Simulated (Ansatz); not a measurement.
# Sc3SnC (Pm-3m): Grüneisen parameters

Aim: how the phonons of Sc3SnC (Pm-3m) shift with volume, and the thermal expansion that follows.

Method: DFT PBEsol, scalar-relativistic, plane waves, PAW; PAW set soft_1, in Ansatz 0.2.0.

### 1. Set-up

Symmetry: Pm-3m, No. 221, cubic system. Conventional cell: a = 4.481 Å, b = 4.481 Å, c = 4.481 Å, α = 90.00°, β = 90.00°, γ = 90.00°. Nearest to Sc lie 2 C at 2.24 Å and 8 Sc at 3.17 Å and 4 Sn at 3.17 Å. Nearest to Sn lie 12 Sc at 3.17 Å. C has 6 Sc at 2.24 Å nearest. Farther neighbours are not listed.

### 2. Response at finite wavevector

The cell comes from relaxations at this level that are not shown. Stability and thermal properties need the whole zone. Linear response on a 4×4×4 q mesh gives force constants as far as a supercell of that size would.

The input, input.yaml:

```yaml
crystal:
  lattice:
    - [4.4810787021, 0.0, 0.0]
    - [0.0, 4.4810787021, 0.0]
    - [0.0, 0.0, 4.4810787021]
  atoms:
    - { symbol: Sc, position: [0.0, 0.5, 0.5] }
    - { symbol: Sc, position: [0.5, 0.5, 0.0] }
    - { symbol: Sc, position: [0.5, 0.0, 0.5] }
    - { symbol: Sn, position: [0.0, 0.0, 0.0] }
    - { symbol: C, position: [0.5, 0.5, 0.5] }
kpoints:
  mp_grid: { grid: [8, 8, 8] }
hamiltonian:
  xc: pbesol
  pseudopotentials: { kind: paw, azcp: { folder: soft_1 }, xc_functional: pbe }
scf:
  occupations: { method: methfessel_paxton, width: 0.2 }
output:
  eigenvalues: true
phonons:
  method: dfpt
  qmesh: [4, 4, 4]
  temperatures: { t_max: 1000, t_step: 50 }
  qpath:
    path:
      - [[0.0, 0.0, 0.0], [0.0, 0.5, 0.0], [0.5, 0.5, 0.0], [0.0, 0.0, 0.0], [0.5, 0.5, 0.5], [0.0, 0.5, 0.0]]
      - [[0.5, 0.5, 0.5], [0.5, 0.5, 0.0]]
    npoints: 10
```

Launch:

```console
> ansatz run input.yaml --threads 4 --pin off --max-ram 10240MiB --backend cpu --events-out ev --progress --plain --runs-dir out
```

Numbers of over 12 decimals in the logs are rounded to 6 here.

The program printed:

```text
Engine: ansatz 0.2.0, aarch64-unknown-linux-gnu
Pseudopotentials: kind: paw
Pseudopotential: Sc, paw, valence charge 11, recommended cutoff 420 eV (normal), soft_1/Sc.paw.azcp
Pseudopotential: Sn, paw, valence charge 14, recommended cutoff 420 eV (normal), soft_1/Sn.paw.azcp
Pseudopotential: C, paw, valence charge 4, recommended cutoff 420 eV (normal), soft_1/C.paw.azcp
Functional definition: PBEsol
  exchange = pbesol_x
  correlation = pbesol_c
Crystal: 5 atoms, lattice volume = 89.980 Å³
Basis set: ecut = 420 eV, 1791 PW (Γ), exchange–correlation on 60×60×60 points (8 copies of the dense FFT grid, shifted against one another)
Bands: 31, of which v1, the nominal top of the filled ones, is band 26 counted from 1 (25 counted from 0)
Symmetry: 48 space group operations
k-points: 35 of 512
Non-local potential: Sc, projectors of the file, l = 0: 3, l = 1: 2, l = 2: 3, l = 3: 1
Non-local potential: Sn, projectors of the file, l = 0: 2, l = 1: 2, l = 2: 2, l = 3: 1
Non-local potential: C, projectors of the file, l = 0: 2, l = 1: 2, l = 2: 1
PAW form: soft (Blöchl's): semilocal exchange-correlation on the pseudo side does not see the compensation charge
PAW frozen core: Sc, regenerated for the run's functional, and the local potential with it (the file was generated under x = pbe(κ = 0.804, μ = 0.219515), c = pbe(β = 0.066725))
PAW frozen core: Sn, regenerated for the run's functional, and the local potential with it (the file was generated under x = pbe(κ = 0.804, μ = 0.219515), c = pbe(β = 0.066725))
PAW frozen core: C, regenerated for the run's functional, and the local potential with it (the file was generated under x = pbe(κ = 0.804, μ = 0.219515), c = pbe(β = 0.066725))
PAW one-centre angular grid: Sc, 590 points (default); XC on 64 Gauss nodes
PAW one-centre angular grid: Sn, 590 points (default); XC on 64 Gauss nodes
PAW one-centre angular grid: C, 110 points (default); XC on 64 Gauss nodes
Initial density: superposition of atomic densities (chi_scale 0.1, normalization cell, long waves kept (reshape's long-wave potential 0.00 eV rms))
Initial wavefunctions: pseudopotential atomic-orbital guess
Functional: x = pbesol(κ = 0.804, μ = 0.123457), c = pbesol(β = 0.046)
SCF iter   1: F=—  HF=-12537.670930 eV  |F-HF|=—  |Δ(HF+E_count)|=         —  Δρ=6.70e-2  dr2=1.05e1  ethr=3.10e-3  ⟨swp⟩=4.9  Hψ=4335  notcnv=0
preconditioner: auto → Kerker (q_TF=auto, 2.482 Å⁻¹)  [metal: Δε(μ)=0.079 eV  Ē_g=10.668 eV  σ=0.200 eV  W_gap=0.32  n_scr=26 (ndim 8)  ℏωp=20.3 eV  f_vac=0.000  D(μ)=1.88/eV (n_scr^D=6)]
SCF iter   2: F=—  HF=-12535.568871 eV  |F-HF|=—  |Δ(HF+E_count)|=    2.10e0  S|Δr|=    0.00e0  Δρ=2.76e-2  dr2=2.14e0  ethr=3.10e-3  ⟨swp⟩=2.2  Hψ=2046  notcnv=0
SCF iter   3: F=—  HF=-12535.053624 eV  |F-HF|=—  |Δ(HF+E_count)|=   5.15e-1  S|Δr|=    0.00e0  Δρ=1.26e-2  dr2=3.37e-1  ethr=3.10e-3  ⟨swp⟩=2.1  Hψ=1767  notcnv=0
SCF iter   4: F=—  HF=-12534.950378 eV  |F-HF|=—  |Δ(HF+E_count)|=   1.03e-1  S|Δr|=    0.00e0  Δρ=2.13e-3  dr2=4.88e-3  ethr=6.60e-4  ⟨swp⟩=2.0  Hψ=1503  notcnv=0
SCF iter   5: F=—  HF=-12534.950093 eV  |F-HF|=—  |Δ(HF+E_count)|=   2.85e-4  S|Δr|=    0.00e0  Δρ=7.47e-4  dr2=5.64e-4  ethr=9.57e-6  ⟨swp⟩=2.0  Hψ=1649  notcnv=0
SCF iter   6: F=—  HF=-12534.950020 eV  |F-HF|=—  |Δ(HF+E_count)|=   7.27e-5  S|Δr|=    0.00e0  Δρ=1.72e-4  dr2=2.67e-5  ethr=1.11e-6  ⟨swp⟩=2.0  Hψ=1516  notcnv=0
SCF iter   7: F=—  HF=-12534.950006 eV  |F-HF|=—  |Δ(HF+E_count)|=   1.43e-5  S|Δr|=    0.00e0  Δρ=4.66e-5  dr2=1.84e-6  ethr=5.23e-8  ⟨swp⟩=2.0  Hψ=1575  notcnv=0
SCF iter   8: F=—  HF=-12534.950009 eV  |F-HF|=—  |Δ(HF+E_count)|=   3.36e-6  S|Δr|=    0.00e0  Δρ=1.27e-5  dr2=1.47e-7  ethr=3.62e-9  ⟨swp⟩=2.0  Hψ=1553  notcnv=0
SCF iter   9: F=—  HF=-12534.950009 eV  |F-HF|=—  |Δ(HF+E_count)|=   1.11e-8  S|Δr|=    0.00e0  Δρ=2.07e-6  dr2=4.13e-9  ethr=2.89e-10  ⟨swp⟩=2.0  Hψ=1436  notcnv=0
SCF iter  10: F=—  HF=-12534.950009 eV  |F-HF|=—  |Δ(HF+E_count)|=  4.78e-10  S|Δr|=    0.00e0  Δρ=3.39e-7  dr2=1.08e-10  ethr=8.10e-12  ⟨swp⟩=2.1  Hψ=1523  notcnv=0
SCF iter  11: F=-12534.950009 eV  HF=-12534.950009 eV  |F-HF|=5.46e-12  |Δ(HF+E_count)|=  9.09e-12  S|Δr|=    0.00e0  Δρ=6.06e-8  dr2=2.35e-12  ethr=1.00e-12  ⟨swp⟩=6.7  Hψ=4847  notcnv=0
SCF 1 converged in 11 iterations: F = -12534.950009 eV  dr2 = 2.35e-12
  greatest PAW one-centre occupation: 0.998 electrons in one spin orbital (limit 2), on the Sc atom at site 2 (counted from 0), in its partial waves of l = 0
phonons: the bands overlap, so this run is a metal and interpolates without the dipole-dipole term. If the crystal is really an insulator or semiconductor, its LO-TO splitting is missing
NSCF: frozen V_eff on 35 k-points
NSCF: frozen V_eff on 125 k-points
DFPT response loops at q = (0, 0, 0) (fractional): preconditioner auto → Kerker (q_TF=auto, 2.482 Å⁻¹) (partly filled bands, converged f_vac=0.000); β = 1.00, the filter's whole step (`scf.mixing.beta` (0.50) is not read by the response loops under this deck's `scf.mixing.preconditioner`; to damp them name `kerker` or `kerker_dos`, under which they read `scf.mixing.beta`, and type it under 1.00, their step now; both keys bind the ground state too); Broyden in place of MSR1
NSCF: frozen V_eff on 400 k-points
DFPT response loops at q = (0, 0, 0.25) (fractional): mixed as the last ones told, above
NSCF: frozen V_eff on 250 k-points
DFPT response loops at q = (0, 0, -0.5) (fractional): mixed as the last ones told, above
NSCF: frozen V_eff on 640 k-points
DFPT response loops at q = (0, 0.25, 0.25) (fractional): mixed as the last ones told, above
NSCF: frozen V_eff on 400 k-points
DFPT response loops at q = (0, 0.25, -0.5) (fractional): mixed as the last ones told, above
NSCF: frozen V_eff on 250 k-points
DFPT response loops at q = (0, -0.5, -0.5) (fractional): mixed as the last ones told, above
NSCF: frozen V_eff on 1024 k-points
DFPT response loops at q = (0.25, 0.25, 0.25) (fractional): mixed as the last ones told, above
NSCF: frozen V_eff on 640 k-points
DFPT response loops at q = (0.25, 0.25, -0.5) (fractional): mixed as the last ones told, above
NSCF: frozen V_eff on 400 k-points
DFPT response loops at q = (0.25, -0.5, -0.5) (fractional): mixed as the last ones told, above
NSCF: frozen V_eff on 250 k-points
DFPT response loops at q = (-0.5, -0.5, -0.5) (fractional): mixed as the last ones told, above
SCF converged after 11 iterations
Stability not checked: this state was not tested for a lower state beside it, because cold or Methfessel-Paxton smearing, or corrected tetrahedra, fill the levels in a way that the test cannot read (fill_not_monotonic; see scf.lower_state_search)
Free energy (F): -12534.950009 eV
Harris-Foulkes:  -12534.950009 eV  (|F-HF|=5.46e-12)
Internal energy: -12534.945761 eV  (E = F + TS)
E sigma→0 (E₀):  -12534.948947 eV
Entropy (-TS):   -0.004248 eV (-0.850 meV/atom)
Fermi energy:    12.035848 eV
--- Per-component energies (eV) ---
  E_band       = -460.073749
  E_kinetic    = 882.222264
  E_local      = -3252.888915  (includes V_loc(G=0)·N_el)
  E_nonlocal   = 599.534799
  E_hartree    = 1309.275754
  E_xc         = -430.205287
  E_vxc        = -458.289149  (∫ρ·V_xc dr)
  E_paw        = -7292.992188  (= ΣΔE_a)
  E_vpaw       = -849.204695  (= ΣTr[D̂ρ^β])
  E_aug_tail   = 0.000440  (compensation charges beyond the density's cutoff)
  E_ewald      = -4350.585645
  E_core_change = 0.693016  (= ΣΔE_core)
  E_smearing   = -0.004248  (= −TS)
  E_closure    = 0.000000  (closes the sum)
  Σ components = -12534.950009   (vs F -12534.950009, Δ=0.00e0)
--- Band table (eV; the first three rows and the last of 35) ---
  k-point 0: bands = [... 22 lower, 10.8913, 10.8913, 11.4720, 11.4720, 11.4720, 13.0337, 13.0337, 13.0337, ... 1 higher]
  k-point 1: bands = [... 22 lower, 11.0133, 11.0207, 11.2310, 11.2310, 11.5203, 12.5872, 13.2908, 13.2908, ... 1 higher]
  k-point 2: bands = [... 22 lower, 10.3882, 10.8159, 10.8159, 11.3529, 11.6504, 12.5832, 13.7131, 13.7131, ... 1 higher]
  k-point 34: bands = [... 22 lower, 9.6665, 9.6665, 9.6665, 12.8405, 12.8405, 12.8405, 13.3021, 13.3021, ... 1 higher]
--- Phonons (Γ-DFPT): 4 representative perturbations + reference (Σ response iterations 13) ---
  ASR residual: 8.784e-5 → 0.000e0 eV/Å²; symmetrization residual: 1.935e-6 eV/Å²
  ASR residual per site (eV/Å²): 2.02e-5 2.02e-5 2.02e-5 4.79e-5 8.78e-5
  Γ frequencies (cm⁻¹): 0.00 0.00 0.00 145.46 145.46 145.46 220.81 220.81 220.81 274.79 274.79 274.79 515.47 515.47 515.47
--- Phonons (arbitrary-q DFPT): 10 irreducible q on the 4×4×4 mesh ---
  q = [0.0000, 0.0000, 0.0000] (star 1, of the zone-centre solve; hermiticity 2.94e-7, symmetrization 2.19e-12): -0.00 -0.00 0.00 145.46 145.46 145.46 220.81 220.81 220.81 274.79 274.79 274.79 515.47 515.47 515.47
  q = [0.0000, 0.0000, 0.2500] (star 6, 9 solved perturbations in 1560 linear systems a pass and spin channel, the states on 200 of 512 k-point pairs; hermiticity 4.35e-7, symmetrization 9.20e-13): 70.54 70.54 99.61 148.61 148.61 174.49 198.55 213.28 213.28 267.56 267.56 290.68 511.39 511.39 527.16
  q = [0.0000, 0.0000, -0.5000] (star 3, 9 solved perturbations in 975 linear systems a pass and spin channel, the states on 125 of 512 k-point pairs; hermiticity 4.73e-7, symmetrization 6.44e-11): 105.65 105.65 123.09 150.19 150.19 173.00 195.74 205.57 205.57 259.05 259.05 313.70 506.16 506.16 562.55
  q = [0.0000, 0.2500, 0.2500] (star 12, 9 solved perturbations in 2460 linear systems a pass and spin channel, the states on 320 of 512 k-point pairs; hermiticity 3.66e-7, symmetrization 4.36e-13): 88.01 91.35 115.12 156.43 159.34 177.82 193.61 205.15 214.71 257.30 273.14 303.74 512.72 521.74 528.34
  q = [0.0000, 0.2500, -0.5000] (star 12, 15 solved perturbations on 200 of 512 k-point pairs; hermiticity 4.76e-7, symmetrization 6.30e-11): 105.21 110.57 115.17 141.07 165.40 185.60 191.41 198.50 226.78 243.72 273.41 328.77 512.33 523.69 552.03
  q = [0.0000, -0.5000, -0.5000] (star 3, 9 solved perturbations in 975 linear systems a pass and spin channel, the states on 125 of 512 k-point pairs; hermiticity 3.30e-7, symmetrization 1.34e-10): 107.29 110.68 110.68 116.63 188.28 188.28 202.64 202.64 204.91 216.82 282.45 348.45 511.53 541.18 541.18
  q = [0.2500, 0.2500, 0.2500] (star 8, 4 solved perturbations in 1376 linear systems a pass and spin channel, the states on 512 of 512 k-point pairs; hermiticity 2.10e-7, symmetrization 1.94e-12): 99.85 99.85 120.40 150.67 150.67 177.39 208.31 214.21 214.21 269.93 269.93 314.79 521.58 521.58 525.03
  q = [0.2500, 0.2500, -0.5000] (star 12, 9 solved perturbations in 2460 linear systems a pass and spin channel, the states on 320 of 512 k-point pairs; hermiticity 3.96e-7, symmetrization 6.21e-11): 109.16 110.52 114.71 146.39 149.95 159.11 213.11 224.08 229.61 264.78 274.91 338.33 521.02 521.05 542.18
  q = [0.2500, -0.5000, -0.5000] (star 6, 9 solved perturbations in 1560 linear systems a pass and spin channel, the states on 200 of 512 k-point pairs; hermiticity 1.29e-7, symmetrization 1.32e-10): 112.05 112.05 114.14 121.84 152.96 152.96 224.84 229.63 229.63 264.83 286.51 357.04 514.85 532.43 532.43
  q = [-0.5000, -0.5000, -0.5000] (star 1, 4 solved perturbations in 350 linear systems a pass and spin channel, the states on 125 of 512 k-point pairs; hermiticity 2.34e-7, symmetrization 9.43e-11): 112.99 112.99 112.99 134.42 134.42 134.42 243.80 243.80 243.80 290.92 290.92 379.07 532.74 532.74 532.74
  sum rule: each row above includes the acoustic sum rule's correction from the zone centre's row sums; it moved no ω² by more than (1.41 cm⁻¹)²
  mesh force constants: q→R imaginary residual 5.69e-19; ASR residual 8.784e-5 → 0.000e0 eV/Å²; symmetrization residual 1.066e-14 eV/Å²
  interpolated dispersion: 62 rows × 15 modes
  density of states and harmonic sums: on the 16×16×16 q-mesh, interpolated from the force constants of a 4×4×4 supercell (no non-analytic term)
  largest difference from the sums on the solved wave vectors: F 1.20e-2 eV, S 1.60e-5 and C_V 3.98e-6 eV/K
  zero-point energy: 0.238814 eV/cell   skipped modes (ω ≤ 0): 3   left out of the sums: 4.88e-5 of the cell's modes: C_V's classical limit lies that fraction below 3 k_B per atom; for a crystal, a wire or a layer, F and S can be off by more, and a phonons.interpolated_qmesh denser along its periods is the remedy for the sampling
```

Wall time 16 min (4 threads of Arm Neoverse V2, shared host); peak memory 3.6 GiB; 63 min of CPU time.

In the SCF lines HF is the Harris–Foulkes energy and dr2 the Hartree energy of the density residual, in eV; the loop may stop once dr2 is under the threshold and the program's other checks hold. Hψ counts applications of the Hamiltonian.

Numbers from this step:

```
volume per atom                                            : 18.00 Å³
gap on the k-mesh                                          : 0 eV
sum-rule residual before enforcement                       : 8.78e-5 eV/Å²
lowest frequency on the path                               : 0 cm⁻¹
point group                                                : m-3m
highest frequency on the path or at a solved wavevector    : 562.6 cm⁻¹
mean frequency                                             : 256.8 cm⁻¹
Debye temperature (second moment)                          : 551 K
logarithmic mean frequency                                 : 219.3 cm⁻¹
highest optical mode at the zone centre (no LO-TO term)    : 515.5 cm⁻¹
lowest optical zone-centre mode                            : 145.5 cm⁻¹
lowest mode on the q mesh (acoustic modes at Γ apart)      : 70.54 cm⁻¹
zero-point energy per atom                                 : 47.76 meV
heat capacity at 300 K                                     : 21.51 J/(mol atoms K)
vibrational entropy at 300 K                               : 25.58 J/(mol atoms K)
edges of the widest gap between branches, on path and mesh : 379.1, 506.2 cm⁻¹
```

Frequencies (cm⁻¹) solved at each irreducible wavevector; negative means imaginary. Frequencies by wavevector, by row:

```tsv
q in reciprocal lattice units	star	mode 1	mode 2	mode 3	mode 4	mode 13	mode 14	mode 15
0 0 0	1	0	0	0	145.5	515.5	515.5	515.5
0 0 0.25	6	70.5	70.5	99.6	148.6	511.4	511.4	527.2
0 0 -0.5	3	105.7	105.7	123.1	150.2	506.2	506.2	562.5
0 0.25 0.25	12	88	91.3	115.1	156.4	512.7	521.7	528.3
0 0.25 -0.5	12	105.2	110.6	115.2	141.1	512.3	523.7	552
0 -0.5 -0.5	3	107.3	110.7	110.7	116.6	511.5	541.2	541.2
0.25 0.25 0.25	8	99.8	99.8	120.4	150.7	521.6	521.6	525
0.25 0.25 -0.5	12	109.2	110.5	114.7	146.4	521	521	542.2
0.25 -0.5 -0.5	6	112	112	114.1	121.8	514.9	532.4	532.4
-0.5 -0.5 -0.5	1	113	113	113	134.4	532.7	532.7	532.7
```

Symmetry leaves 10 wavevectors to solve. The lowest mode among them, the acoustic zeros apart, lies at q = (0, 0, 0.25) and is real, 70.5 cm⁻¹.

### 3. Relaxing at another volume, volume ratio 0.97

The volume is scaled by 0.97 and held; symmetry leaves nothing to relax, so this is a single point. The modes can then be followed against volume.

input.yaml, the sections that differ from step 2:

```yaml
crystal:
  lattice:
    - [4.435812186, 0.0, 0.0]
    - [0.0, 4.435812186, 0.0]
    - [0.0, 0.0, 4.435812186]
  atoms:
    - { symbol: Sc, position: [0.0, 0.5, 0.5] }
    - { symbol: Sc, position: [0.5, 0.5, 0.0] }
    - { symbol: Sc, position: [0.5, 0.0, 0.5] }
    - { symbol: Sn, position: [0.0, 0.0, 0.0] }
    - { symbol: C, position: [0.5, 0.5, 0.5] }
output:
  forces: true
  stress: true
  eigenvalues: true
# kpoints, hamiltonian, scf: as in step 2
# phonons: removed
```

The program printed:

```text
[...]
Crystal: 5 atoms, lattice volume = 87.281 Å³
Basis set: ecut = 420 eV, 1743 PW (Γ), exchange–correlation on 60×60×60 points (8 copies of the dense FFT grid, shifted against one another)
Bands: 31, of which v1, the nominal top of the filled ones, is band 26 counted from 1 (25 counted from 0)
Symmetry: 48 space group operations
[...]
k-points: 35 of 512
[...]
k-point 0: bands = [... 22 lower, 11.2814, 11.2814, 11.8638, 11.8638, 11.8638, 13.5146, 13.5146, 13.5146, ... 1 higher]
  k-point 1: bands = [... 22 lower, 11.4071, 11.4340, 11.6255, 11.6255, 11.9132, 13.0652, 13.7699, 13.7699, ... 1 higher]
  k-point 2: bands = [... 22 lower, 10.8005, 11.2104, 11.2104, 11.7572, 12.0466, 13.0509, 14.1978, 14.1978, ... 1 higher]
  k-point 34: bands = [... 22 lower, 10.0768, 10.0768, 10.0768, 13.2997, 13.2997, 13.2997, 13.7672, 13.7672, ... 1 higher]
[key lines of the parts left out:]
SCF converged after 8 iterations
Free energy (F): -12534.921029 eV
Fermi energy:    12.453192 eV
P = ⅓ Tr σ = 3.5297 GPa (35.297 kbar)
```

Wall time 1.4 s (4 threads); peak memory 0.43 GiB; 5 s of CPU time.

This step gave:

```
pressure        : 3.530 GPa
volume per atom : 17.46 Å³
```

The run ends at a pressure of 3.53 GPa.

(Part 1 of 2 ends here.)

[Logs are printed without paths, hosts, clocks, repeated set-up lines and the standing remarks that a program may print on its own settings, such as how far it seeks lower states.]

[Hosts, paths, dates, database ids (printed as entryN), source tags and the programs' standing remarks are cut or masked in the printed files.]
